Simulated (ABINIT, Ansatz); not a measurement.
# ZrPbO3 (Pm-3m): modes at Γ and the response to a field, part 3 of 3

Aim: the zone-centre modes of ZrPbO3 (Pm-3m).

ABINIT 10.8.3; DFT LDA, scalar-relativistic, plane waves, PseudoDojo norm-conserving pseudopotentials.

So far. Step 6 (Linear response at Γ): The acoustic modes at Γ come out as far as 1.4 cm⁻¹ from zero, where they should vanish, a small numerical error; the Born charges miss their sum rule by 0.011 e, which is good. The lowest optical mode is imaginary, 141i cm⁻¹, an instability at this level and on this k mesh. Step 7 (Zone-centre analysis): The rule also moves an optical mode by 0.4 cm⁻¹.

**8. Cross-check with Ansatz**

The same cell goes through another code at the same cutoff. The files are of one family, but Ansatz's library holds files of its own making for some heavy elements, so those for Pb may differ. Its k mesh is centred on Γ.

This step: DFT LDA, scalar-relativistic, plane waves, norm-conserving pseudopotentials of its library (PseudoDojo's, some remade) (Ansatz 0.2.0).

Contents of input.yaml:

```yaml
crystal:
  lattice:
    - [4.107887443, 0.0, 0.0]
    - [0.0, 4.107887443, 0.0]
    - [0.0, 0.0, 4.107887443]
  atoms:
    - { symbol: Zr, position: [0.0, 0.0, 0.0] }
    - { symbol: Pb, position: [0.5, 0.5, 0.5] }
    - { symbol: O, position: [0.5, 0.0, 0.0] }
    - { symbol: O, position: [0.0, 0.0, 0.5] }
    - { symbol: O, position: [0.0, 0.5, 0.0] }
kpoints:
  mp_grid: { grid: [6, 6, 6] }
hamiltonian:
  xc: lda
  pseudopotentials: { kind: nc, accuracy: standard }
scf:
  occupations: { method: fixed }
output:
  eigenvalues: true
basis:
  ecutwfc: 979.61
phonons:
  method: dfpt
  dielectric: true
  rigid_motions: translations
```

Started as:

```
ansatz run input.yaml --threads 4 --pin off --max-ram 16384MiB --backend cpu --events-out ev --progress --plain --runs-dir out
```

The program printed:

```text
Warning: basis.ecutwfc = 979.61 eV is below the records' recommended 1142.878222 eV, and the density's cutoff is lower with it unless basis.ecutrho_ratio is high enough to keep the records' density cutoff: compare with a run at a higher cutoff
Engine: ansatz 0.2.0, aarch64-unknown-linux-gnu
Pseudopotentials: kind: nc
Pseudopotential: Zr, nc, valence charge 12, recommended cutoff 952.398519 eV (normal), Zr.nc.azcp (PseudoDojo's, or run here from an input of PseudoDojo's; its table is named by hamiltonian.pseudopotentials.accuracy)
Pseudopotential: Pb, nc, valence charge 14, recommended cutoff 761.918815 eV (normal), Pb.nc.azcp (PseudoDojo's, or run here from an input of PseudoDojo's; its table is named by hamiltonian.pseudopotentials.accuracy)
Pseudopotential: O, nc, valence charge 6, recommended cutoff 1142.878222 eV (normal), O.nc.azcp (PseudoDojo's, or run here from an input of PseudoDojo's; its table is named by hamiltonian.pseudopotentials.accuracy)
Functional definition: SPW92
  exchange = slater_x
  correlation = pw_c
Crystal: 5 atoms, lattice volume = 69.320 Å³
Basis set: ecut = 979.61 eV, 4801 PW (Γ), exchange–correlation on 90×90×90 points (8 copies of the dense FFT grid, shifted against one another)
Bands: 27, of which v1, the nominal top of the filled ones, is band 22 counted from 1 (21 counted from 0)
Symmetry: 48 space group operations
k-points: 80 of 216 (irreducible under 2 space group operations, time reversal used)
Non-local potential: Zr, projectors of the file, l = 0: 2, l = 1: 2, l = 2: 2
Non-local potential: Pb, projectors of the file, l = 0: 2, l = 1: 2, l = 2: 2
Non-local potential: O, projectors of the file, l = 0: 2, l = 1: 2, l = 2: 1
Initial density: superposition of atomic densities (chi_scale 0.1, normalization cell, long waves kept (reshape's long-wave potential 0.00 eV rms))
Initial wavefunctions: pseudopotential atomic-orbital guess
Functional: x = slater, c = lda
SCF iter   1: F=—  HF=-4646.339845 eV  |F-HF|=—  |Δ(HF+E_count)|=         —  Δρ=6.17e-2  dr2=4.38e0  ethr=3.10e-3  ⟨swp⟩=5.0  Hψ=8427  notcnv=0  defer=187
preconditioner: auto → Resta (q_TF=auto, 2.529 Å⁻¹)  ε∞=4.4  [insulator: Δε(μ)=2.611 eV  Ē_g=15.715 eV  n_scr=18 (ndim 8)  ℏωp=28.9 eV  f_vac=0.000  ε∞_Penn≈4.4]
SCF iter   2: F=—  HF=-4645.047757 eV  |F-HF|=—  |Δ(HF+E_count)|=    1.29e0  Δρ=3.48e-2  dr2=1.22e0  ethr=3.10e-3  ⟨swp⟩=2.2  Hψ=4341  notcnv=0  defer=198
SCF iter   3: F=—  HF=-4644.611438 eV  |F-HF|=—  |Δ(HF+E_count)|=   4.36e-1  Δρ=1.89e-2  dr2=2.80e-1  ethr=2.77e-3  ⟨swp⟩=2.9  Hψ=4348  notcnv=0  defer=187
SCF iter   4: F=—  HF=-4644.540059 eV  |F-HF|=—  |Δ(HF+E_count)|=   7.14e-2  Δρ=4.04e-3  dr2=6.17e-3  ethr=6.36e-4  ⟨swp⟩=2.1  Hψ=3402  notcnv=0  defer=218
SCF iter   5: F=—  HF=-4644.538811 eV  |F-HF|=—  |Δ(HF+E_count)|=   1.25e-3  Δρ=7.77e-4  dr2=7.08e-4  ethr=1.40e-5  ⟨swp⟩=2.5  Hψ=4567  notcnv=0  defer=228
SCF iter   6: F=—  HF=-4644.538642 eV  |F-HF|=—  |Δ(HF+E_count)|=   1.69e-4  Δρ=1.39e-4  dr2=1.37e-5  ethr=1.61e-6  ⟨swp⟩=2.0  Hψ=2881  notcnv=0  defer=227
SCF iter   7: F=—  HF=-4644.538648 eV  |F-HF|=—  |Δ(HF+E_count)|=   5.94e-6  Δρ=2.02e-5  dr2=2.37e-7  ethr=3.10e-8  ⟨swp⟩=2.2  Hψ=3368  notcnv=0  defer=185
SCF iter   8: F=—  HF=-4644.538567 eV  |F-HF|=—  |Δ(HF+E_count)|=   8.16e-5  Δρ=5.17e-6  dr2=2.08e-8  ethr=5.40e-10  ⟨swp⟩=2.5  Hψ=3922  notcnv=0  defer=124
SCF iter   9: F=—  HF=-4644.538567 eV  |F-HF|=—  |Δ(HF+E_count)|=   4.64e-9  Δρ=6.59e-7  dr2=2.43e-10  ethr=4.73e-11  ⟨swp⟩=2.5  Hψ=3660  notcnv=0  defer=124
SCF iter  10: F=-4644.538567 eV  HF=-4644.538567 eV  |F-HF|=0.00e0  |Δ(HF+E_count)|=  2.91e-11  Δρ=1.38e-7  dr2=8.37e-12  ethr=1.00e-12  ⟨swp⟩=14.6  Hψ=16171  notcnv=0
SCF 1 converged in 10 iterations: F = -4644.538567 eV  dr2 = 8.37e-12
DFPT response loops at Γ: preconditioner auto → none (the input reference at scf.mixing.eps_inf says where Resta's filter doesn't serve); β = 0.50; Broyden in place of MSR1
── the response to a field inside a basis, on 6×6×6 k-points: an SCF that follows is theirs, and a resumed run solves both again ──
Bands: 23, of which v1, the nominal top of the filled ones, is band 22 counted from 1 (21 counted from 0)
k-points: 10 of 216
Initial density: handed on by an earlier stage of this run
Initial wavefunctions: pseudopotential atomic-orbital guess (no wavefunctions were taken with the density)
Eigensolver: Dense (10 Hₖ)
SCF iter   1: F=—  HF=-4644.531386 eV  |F-HF|=—  |Δ(HF+E_count)|=         —  Δρ=5.59e-4  dr2=1.93e-5  ethr=1.00e-1
preconditioner: auto → Resta (q_TF=auto, 2.529 Å⁻¹)  ε∞=5.0  [insulator: Δε(μ)=3.012 eV  Ē_g=14.363 eV  n_scr=18 (ndim 8)  ℏωp=28.9 eV  f_vac=0.000  ε∞_Penn≈5.0]
SCF iter   2: F=—  HF=-4644.531389 eV  |F-HF|=—  |Δ(HF+E_count)|=   3.15e-6  Δρ=2.85e-4  dr2=4.81e-6  ethr=4.38e-8
SCF iter   3: F=—  HF=-4644.531391 eV  |F-HF|=—  |Δ(HF+E_count)|=   1.67e-6  Δρ=7.86e-5  dr2=7.60e-7  ethr=1.09e-8
SCF iter   4: F=-4644.531391 eV  HF=-4644.531391 eV  |F-HF|=2.54e-10  |Δ(HF+E_count)|=   1.29e-8  Δρ=3.64e-6  dr2=4.40e-9  ethr=1.73e-9
SCF 1 converged in 4 iterations: F = -4644.531391 eV  dr2 = 4.40e-9
DFPT response loops at Γ: mixed as the last ones told, above
WARN: field response: ε∞ stands inside a basis, on 6×6×6 points; the force constants stand on the 6×6×6 k-mesh, whose period is 11.34 times the interband length at k = (0.0000, 0.0000, -0.5000), direct gap 2.372 eV, under 14: take them and everything formed from them as unconverged, and compare with a denser kpoints.mp_grid
SCF converged after 10 iterations
Free energy (F): -4644.538567 eV
Harris-Foulkes:  -4644.538567 eV  (|F-HF|=0.00e0)
Internal energy: -4644.538567 eV  (E = F + TS)
E sigma→0 (E₀):  -4644.538567 eV
Fermi energy:    9.957859 eV
--- Per-component energies (eV) ---
  E_band       = -102.373388
  E_kinetic    = 2234.647558
  E_local      = -2566.129223  (includes V_loc(G=0)·N_el)
  E_nonlocal   = -462.156240
  E_hartree    = 804.125447
  E_xc         = -1147.175629
  E_vxc        = -916.986356  (∫ρ·V_xc dr)
  E_ewald      = -3507.850479
  E_smearing   = -0.000000  (= −TS)
  E_closure    = -0.000000  (closes the sum)
  Σ components = -4644.538567   (vs F -4644.538567, Δ=0.00e0)
--- Band table (eV; the first three rows and the last of 80) ---
  k-point 0: bands = [... 18 lower, 8.8728, 9.5962, 9.5962, 9.5962, 13.6791, 13.6791, 13.6791, 16.5140, ... 1 higher]
  k-point 1: bands = [... 18 lower, 8.8065, 8.9519, 9.5547, 9.5547, 13.6915, 14.2214, 14.2214, 15.2002, ... 1 higher]
  k-point 2: bands = [... 18 lower, 8.6808, 9.2804, 9.5398, 9.5398, 13.3477, 13.7166, 15.0080, 15.0080, ... 1 higher]
  k-point 79: bands = [... 18 lower, 6.3791, 9.9101, 9.9101, 9.9101, 15.7067, 15.7067, 15.7067, 17.4185, ... 1 higher]
--- Phonons (Γ-DFPT): 4 representative perturbations + reference, on 80 of 216 k-points (Σ response iterations 12) ---
  k mesh reduced under 2 symmetry operations, with k and −k counted as one. Each operation leaves every solved perturbation unchanged. A smaller set is not considered because the run solves the response to a homogeneous field
  ASR residual: 1.085e-4 → 0.000e0 eV/Å²; symmetrization residual: 3.780e-6 eV/Å²
  ASR residual per site (eV/Å²): 1.34e-5 1.09e-4 7.14e-5 7.14e-5 7.14e-5
  Γ frequencies (cm⁻¹): -141.76 -141.76 -141.76 0.00 0.00 0.00 29.64 29.64 29.64 153.02 153.02 153.02 577.95 577.95 577.95
  ε∞ (high-frequency dielectric tensor):
        6.894423     0.000000     0.000000
        0.000000     6.894423     0.000000
        0.000000     0.000000     6.894423
  softest optical mode at Γ: -141.76 cm⁻¹; the repairs (sum rule, projections) moved no ω² at Γ by more than (1.48 cm⁻¹)²
  Born effective charges Z* (e; rows j = field, columns β = displacement):
    site 0:
         5.92317   -0.00000    0.00000
         0.00000    5.92317    0.00000
         0.00000    0.00000    5.92317
    site 1:
         3.90334   -0.00000   -0.00000
        -0.00000    3.90334    0.00000
         0.00000    0.00000    3.90334
    site 2:
        -4.86161   -0.00000    0.00000
        -0.00000   -2.48245    0.00000
         0.00000    0.00000   -2.48245
    site 3:
        -2.48245    0.00000    0.00000
        -0.00000   -2.48245    0.00000
         0.00000    0.00000   -4.86161
    site 4:
        -2.48245    0.00000    0.00000
         0.00000   -4.86161    0.00000
         0.00000   -0.00000   -2.48245
  Z* charge neutrality: 1.059e-2 e pre-enforcement
  solved inside a basis spanned on kpoints, on 6×6×6 k-points, its susceptibility summed on 10×10×10: ε∞ is read to err by 2.9e-2, Z* by 4.5e-2 e (field_mesh: kpoints solves on kpoints); Z* is corrected for what the basis lacks
  optical modes at Γ without the LO–TO term, one row a degenerate level:
      ω (cm⁻¹)  modes    IR ((D/Å)²/amu)
       -141.76      3            77.7883
         29.64      3             0.0000
        153.02      3            30.3310
        577.95      3            79.1551
  optical modes at Γ + LO–TO along q̂ = [1.0000, 0.0000, 0.0000]:
      ω (cm⁻¹)  modes    IR ((D/Å)²/amu)
       -141.76      2            51.8589
         29.64      3             0.0000
         86.56      1             0.6767
        153.02      2            20.2207
        320.69      1            13.1719
        577.95      2            52.7701
        711.06      1            48.5762
  optical modes at Γ + LO–TO along q̂ = [0.0000, 1.0000, 0.0000]:
      ω (cm⁻¹)  modes    IR ((D/Å)²/amu)
       -141.76      2            51.8589
         29.64      3             0.0000
         86.56      1             0.6767
        153.02      2            20.2207
        320.69      1            13.1719
        577.95      2            52.7701
        711.06      1            48.5762
  optical modes at Γ + LO–TO along q̂ = [0.0000, 0.0000, 1.0000]:
      ω (cm⁻¹)  modes    IR ((D/Å)²/amu)
       -141.76      2            51.8589
         29.64      3             0.0000
         86.56      1             0.6767
        153.02      2            20.2207
        320.69      1            13.1719
        577.95      2            52.7701
        711.06      1            48.5762
```

The job ended after 91 s (4 threads of Arm Neoverse V1, shared host; peak memory 2 GiB).

Numbers from this step:

| Quantity | Value |
| --- | --- |
| gap on the k-mesh | 2.372 eV |
| sum-rule residual before enforcement | 1.09e-4 eV/Å² |
| miss of the charge sum rule | 0.01059 e |
| estimated error of the dielectric tensor | 0.02899 |
| estimated error of the Born charges | 0.04478 e |
| lowest optical zone-centre mode | -141.8 cm⁻¹ |
| mean high-frequency dielectric constant | 6.894 |
| largest Born charge in size (third of the trace) | 5.923 e |
| highest mode moved by the LO-TO term | 711.1 cm⁻¹ |

Transverse modes; imaginary modes left out. Lines of the infrared spectrum (strongest = 100):

| position (cm⁻¹) | label | IR intensity ((D/Å)²/amu), degenerate modes summed, relative |
| --- | --- | --- |
| 30 | T2u | 0.0 |
| 153 | T1u | 38 |
| 578 | T1u | 100 |

The log warns that the force constants on this k mesh are to be taken as unconverged.

**9. The two compared: ABINIT PseudoDojo and Ansatz, library NC**

Worked out from the results:

```
root-mean-square difference : 3.17 cm⁻¹
largest difference          : 6.16 cm⁻¹
```

Optical modes, paired by symmetry label. Frequencies side by side, by row:

| q (reciprocal lattice) | mode | ABINIT PseudoDojo (cm⁻¹) | Ansatz, library NC (cm⁻¹) |
| --- | --- | --- | --- |
| 0 0 0 | 1 | -140.9 | -141.8 |
| 0 0 0 | 2 | -140.9 | -141.8 |
| 0 0 0 | 3 | -140.9 | -141.8 |
| 0 0 0 | 7 | 35.8 | 29.64 |
| 0 0 0 | 8 | 35.8 | 29.64 |
| 0 0 0 | 9 | 35.8 | 29.64 |
| 0 0 0 | 10 | 154.2 | 153 |
| 0 0 0 | 11 | 154.2 | 153 |
| 0 0 0 | 12 | 154.2 | 153 |
| 0 0 0 | 13 | 578 | 578 |
| 0 0 0 | 14 | 578 | 578 |
| 0 0 0 | 15 | 578 | 578 |

The two runs side by side. Further quantities:

| quantity | ABINIT PseudoDojo | Ansatz, library NC |
| --- | --- | --- |
| mean ε∞ | 6.876 | 6.894 |
| largest Born charge in size (e; the first before, the second after the charge sum rule) | 5.925 | 5.923 |

At the zone centre the largest difference (acoustic modes at Γ apart) is 1 % of the highest mode, but 17 % of the mode at 36 cm⁻¹ on which it sits.

**10. Results**

```json
{"space group after relaxation": "Pm-3m", "volume per atom": "13.9 Å³", "highest optical zone-centre mode (no LO-TO term)": "578.0 cm⁻¹", "lowest optical zone-centre mode": "-140.9 cm⁻¹", "highest mode moved by the LO-TO term": "711.7 cm⁻¹", "mean high-frequency dielectric constant": "6.88", "largest Born charge in size (third of the trace)": "5.93 e", "imaginary optical modes at the zone centre (no q mesh in this session)": "yes", "largest difference from Ansatz, library NC": "6.16 cm⁻¹"}
```

In words: At the LDA level the optical modes of ZrPbO3 (Pm-3m) at the zone centre (no LO-TO term) run from 141i to 578 cm⁻¹, so the structure is a saddle point, with 3 modes beyond 10i cm⁻¹ there. The base run prints -0.82 GPa, mostly the error of a finite basis; the relaxation, with a smoothed and higher cutoff, had brought the cell to rest. Along the directions run, the highest mode that the macroscopic field moves lies at 712 cm⁻¹. ABINIT PseudoDojo and Ansatz, library NC differ by 3.2 cm⁻¹ in the root mean square and by 6.2 cm⁻¹ at most, 1.1 % of the highest mode compared (acoustic modes at Γ left out). These are harmonic frequencies at zero temperature: anharmonic shifts and linewidths and thermal expansion are left out. Spin-orbit coupling is left out, which can matter for the heavy elements here. Ansatz warns that the cutoff lies 14 % under the one recommended for these files; agreement at one cutoff is not convergence. Ansatz's log warns that force constants on this k mesh are to be taken as unconverged. The structure comes from a database and need not be the phase that is stable at ambient conditions.

[Host names and launcher messages were left out of these logs when they were recorded.]

[Logs are printed without paths, hosts, clocks, repeated set-up lines and the standing remarks that a program may print on its own settings, such as how far it seeks lower states.]

[Hosts, paths, dates, database ids (printed as entryN), source tags and the programs' standing remarks are cut or masked in the printed files.]
